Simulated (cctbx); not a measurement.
# Fe6Ni16Ge7 across an absorption edge

Space group Fm-3m (no. 225), a = 11.2220 Å, b = 11.2220 Å, c = 11.2220 Å, α = 90.00°, β = 90.00°, γ = 90.00°.

```
atom  mult.       x       y       z  Ueq (Å²)
 Ge1     24       0     1/4     3/4    0.0032
 Ge2      4     1/2       0       0    0.0037
 Ni1     32  0.1682  0.8318  0.8318    0.0045
 Ni2     32  0.8820  0.1180  0.6180    0.0032
 Fe1     24     1/2       0  0.7013    0.0040
```

This is a model crystal, built by substitution and not relaxed, with assumed displacement parameters.

Calculated with cctbx: free-atom f′ and f″ from the Sasaki tables, no fine structure; amplitudes in electrons.

```csv
E (eV),F 3 3 3,F 1 1 1,F 0 0 4,F 2 2 2
6512,882.6,185.4,65.3,263.9
6862,862.3,189.2,56.1,277.9
6992,846.4,193.7,45.4,291.6
7052,831.2,198.7,33.1,306.0
7082,818.1,203.3,22.2,319.0
7097,804.1,208.5,12.0,333.2
7104,791.6,213.2,11.5,346.0
7108,778.3,218.3,21.0,359.6
7116,778.7,220.6,77.9,367.2
7120,794.3,214.5,74.8,350.9
7127,807.9,209.2,74.6,336.6
7142,822.6,203.3,77.2,321.0
7172,836.5,197.4,82.3,305.7
7262,854.9,188.8,93.5,284.1
7512,869.5,178.2,112.2,261.1
```

**Question.** Which edge is crossed, and why do the reflections move as they do?

The K edge of Fe. The edge is at 7112 eV. f′ of Fe falls from -3.8 e at 6992 eV to -7.3 e at 4 eV below it, and f″ steps from 0.47 to 3.94 e across it. Over that approach |F| changes by -8 % (3 3 3), +13 % (1 1 1), -54 % (0 0 4) and +23 % (2 2 2): a reflection falls where Fe scatters in phase with the total and rises where it scatters against it; it hardly moves where the Fe term is small or cancels by symmetry. Above the edge the larger f″ enters the imaginary part, where it can add to or cancel the other atoms' f″. The structure is centrosymmetric, so Friedel mates stay equal.

[Logs are printed without paths, hosts, clocks, repeated set-up lines and the standing remarks that a program may print on its own settings, such as how far it seeks lower states.]
